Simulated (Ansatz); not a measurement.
# F on Mo(100): change of the work function, part 4 of 4

Aim: the work function of Mo(100) at several coverages of F (hollow site), and the dipole that each adsorbate carries.

Ansatz 0.2.0; plane-wave DFT, PBE, Ansatz PAW.

So far, work function, upper face (eV): step 2 (the clean slab) 3.83; step 3 (37 atoms, coverage 0.111 ML, cell 3x3) 3.92; step 4 (17 atoms, coverage 0.25 ML, cell 2x2) 4.28.

## Step 5: Adsorbate added, k-mesh 6×6×1, coverage 0.5 ML (continued)

Relaxation path:

```tsv
step	energy less that of the first step (eV)	largest force component (eV/Å)
1	0.0000	4.6091
2	-1.3900	2.4355
3	-2.1830	1.3574
4	-2.6451	0.9262
5	-2.9284	0.2147
6	-2.9318	0.1686
7	-2.9419	0.0094
```

The run keeps the 16 symmetry operations that the program found, so distortions that break them were not tested.

The atoms that moved most (Å):

```tsv
atom	dx	dy	dz	length
F18	0.000	0.000	0.825	0.825
F17	0.000	0.000	0.825	0.825
Mo3	0.000	0.000	-0.047	0.047
Mo15	0.000	0.000	-0.047	0.047
Mo12	0.000	0.000	0.016	0.016
Mo16	0.000	0.000	0.016	0.016
Mo8	0.000	0.000	0.016	0.016
Mo4	0.000	0.000	0.016	0.016
```

The relaxed structure:

```xyz
18
Lattice="6.3000 0.0000 0.0000 0.0000 6.3000 0.0000 0.0000 0.0000 23.1988" Properties=species:S:1:pos:R:3
Mo    1.5750    1.5750    9.0000
Mo    0.0000    0.0000   10.5750
Mo    1.5750    1.5750   12.1696
Mo    0.0000    0.0000   13.6149
Mo    1.5750    4.7250    9.0000
Mo    0.0000    3.1500   10.5750
Mo    1.5750    4.7250   12.2079
Mo    0.0000    3.1500   13.6149
Mo    4.7250    1.5750    9.0000
Mo    3.1500    0.0000   10.5750
Mo    4.7250    1.5750   12.2079
Mo    3.1500    0.0000   13.6149
Mo    4.7250    4.7250    9.0000
Mo    3.1500    3.1500   10.5750
Mo    4.7250    4.7250   12.1696
Mo    3.1500    3.1500   13.6149
F     1.5750    1.5750   15.0241
F     4.7250    4.7250   15.0241
```

The relaxation took 7 steps and lowered the energy by 2.9 eV; the largest force on the free atoms ends at 0.0094 eV/Å.

The covered face has 4.87 eV, +1.04 eV against the clean one; the bare back face has moved by -0.00 eV, a measure of how thin the slab is.

## Step 6: The covered slab, k-mesh 12×12×1, coverage 1 ML

System of this step: Mo4F (F/Mo(100)). The cell holds 5 atoms: 4 Mo and 1 F. Cell: a = 3.150 Å, b = 3.150 Å, c = 23.199 Å, α = 90.0°, β = 90.0°, γ = 90.0°. Vacuum lies along c.

Another coverage, to see how the dipoles act on each other as their distance changes.

Contents of input.yaml:

```yaml
crystal:
  lattice:
    - [3.15, 0.0, 0.0]
    - [0.0, 3.15, 0.0]
    - [0.0, 0.0, 23.1988362761]
  atoms:
    - { symbol: Mo, position: [0.5, 0.5, 0.3879504943] }
    - { symbol: Mo, position: [0.0, 0.0, 0.4558418308] }
    - { symbol: Mo, position: [0.5, 0.5, 0.5266200292] }
    - { symbol: Mo, position: [0.0, 0.0, 0.5861861394] }
    - { symbol: F, position: [0.5, 0.5, 0.6120495057] }
kpoints:
  mp_grid: { grid: [12, 12, 1] }
hamiltonian:
  xc: pbe
scf:
  occupations: { method: fermi_dirac, width: 0.1 }
  convergence: { dr2_threshold: 1.0e-08 }
efield:
  axis: 3
  dipole_correction: true
  ramp_position: 0.97
  ramp_width: 0.06
relax:
  f_tol: 0.02
  max_steps: 60
  constraints: [{ sites: [0, 1] }]
output:
  write_potential: true
  write_density: true
  volumetric_format: npy
```

Command:

```bash
ansatz run input.yaml --threads 4 --pin off --max-ram 16384MiB --backend cpu --events-out ev --progress --plain --runs-dir out
```

The program printed:

```text
[...]
Crystal: 5 atoms, lattice volume = 230.190 Å³
Basis set: ecut = 420 eV, 4549 PW (Γ), exchange–correlation on 48×48×320 points (8 copies of the dense FFT grid, shifted against one another)
Bands: 38, of which v1, the nominal top of the filled ones, is band 32 counted from 1 (31 counted from 0)
Symmetry: 8 space group operations
[...]
F+E_penalty+E_count = -20628.70521101 eV   max|allowed force component| = 3.181e-3 eV/Å
  atoms:
    - { symbol: Mo, position: [0.500000, 0.500000, 0.387950] }
    - { symbol: Mo, position: [0.0, 0.0, 0.455842] }
    - { symbol: Mo, position: [0.500000, 0.500000, 0.524569] }
    - { symbol: Mo, position: [1.479620e-18, 0, 0.587220] }
    - { symbol: F, position: [0.500000, 0.500000, 0.644299] }
[key lines of the parts left out:]
SCF converged after 7 iterations
Free energy (F): -20628.705211 eV
Fermi energy:    2.528591 eV
Dipole field:    D = -0.098869 V/Å  (p = -0.125773 e·Å, saw-weighted, corrected)
Work function:   Φ+ = 6.1393 eV   Φ− = 3.8457 eV
```

Run time: 44 s. Hardware: 4 threads of Arm Neoverse V1, shared host; peak memory 0.6 GiB.

Step by step:

```tsv
step	energy less that of the first step (eV)	largest force component (eV/Å)
1	0.0000	4.9607
2	-0.8239	2.6583
3	-1.2230	1.1454
4	-1.4403	0.5823
5	-1.4962	0.7140
6	-1.5103	0.2598
7	-1.5137	0.0270
8	-1.5138	0.0032
```

Forces are held to the 8 operations that the program found; a distortion that breaks them can't arise in this run.

The atoms that moved most (Å):

```tsv
atom	dx	dy	dz	length
F5	0.000	0.000	0.748	0.748
Mo3	0.000	0.000	-0.048	0.048
Mo4	0.000	0.000	0.024	0.024
```

Final coordinates:

```cif
data_structure
_symmetry_space_group_name_H-M 'P 1'
_symmetry_Int_Tables_number 1
_cell_length_a 3.1500
_cell_length_b 3.1500
_cell_length_c 23.1988
_cell_angle_alpha 90.000
_cell_angle_beta 90.000
_cell_angle_gamma 90.000
_cell_volume 230.19
loop_
_atom_site_label
_atom_site_type_symbol
_atom_site_fract_x
_atom_site_fract_y
_atom_site_fract_z
_atom_site_occupancy
Mo1 Mo 0.50000 0.50000 0.38795 1
Mo2 Mo 0.00000 0.00000 0.45584 1
Mo3 Mo 0.50000 0.50000 0.52457 1
Mo4 Mo 0.00000 0.00000 0.58722 1
F5 F 0.50000 0.50000 0.64430 1
```

Running mean over 1.575 Å of the planar mean; the ramp of the sawtooth is left out. Electron's electrostatic potential energy less the Fermi level against z:

```tsv
z (Å)	electron's electrostatic potential energy less the Fermi level (eV)
3	3.85
4	3.84
5	3.84
6	3.76
7	3.12
8	-2.55
9	-11.4
10	-12.3
11	-12.5
12	-12.8
13	-13.9
14	-10.8
15	-1.60
16	4.81
17	6.11
18	6.14
19	6.14
20	6.14
```

The relaxation took 8 steps and lowered the energy by 1.5 eV; the largest force on the free atoms ends at 0.0032 eV/Å.

The covered face has 6.14 eV, +2.31 eV against the clean one; the bare back face has moved by -0.02 eV, a measure of how thin the slab is.

## Step 7: Work function against coverage

This step: plane-wave DFT, PBE, Ansatz PAW; work function against coverage (Ansatz 0.2.0).

The runs are now put side by side.

Numbers from this step:

```
work function of the clean face     : 3.830 eV
largest change of the work function : 2.309 eV
```

The work function of the covered face by coverage:

```tsv
coverage (adsorbates/nm²)	work function of the covered face (eV)
0.00	3.83
1.12	3.92
2.52	4.28
5.04	4.87
10.08	6.14
```

The dipole per adsorbate comes from the change of the cell's dipole. Coverage, by row:

```tsv
coverage (1/nm²)	coverage (ML)	work function (eV)	change (eV)	dipole per adsorbate, positive end outwards (debye)	mean height of the added atoms over the highest substrate atom (Å)
1.12	0.1111	3.925	0.09449	-0.207	1.438
2.52	0.25	4.281	0.4507	-0.459	1.478
5.039	0.5	4.869	1.038	-0.547	1.409
10.08	1	6.139	2.309	-0.612	1.324
```

## Step 8: Summary of results

| Item | Value |
| --- | --- |
| work function of the clean face | 3.83 eV |
| work function at 0.11 ML | 3.92 eV |
| work function at 0.25 ML | 4.28 eV |
| work function at 0.5 ML | 4.87 eV |
| work function at 1 ML | 6.14 eV |
| dipole per adsorbate at 0.11 ML, positive end outwards | -0.21 D |

At the lowest coverage F changes the work function of Mo(100) by under 0.15 eV, within the error of so thin a slab; the largest change, +2.31 eV, comes at higher coverage. The slab has 4 layers, at the tabulated experimental lattice constant, one starting site was run, and quantum-size effects of a slab this thin can reach one or two tenths of an eV.

[Long decimals in the printed logs are rounded to 6 places.]

[Logs are printed without paths, hosts, clocks, repeated set-up lines and the standing remarks that a program may print on its own settings, such as how far it seeks lower states.]

[Hosts, paths, dates, database ids (printed as entryN), source tags and the programs' standing remarks are cut or masked in the printed files.]

[Maps of the electrostatic potential energy from Ansatz leave out the sawtooth potential of an applied field or a dipole correction, so their vacuum need not be flat; planar profiles and work functions include it.]
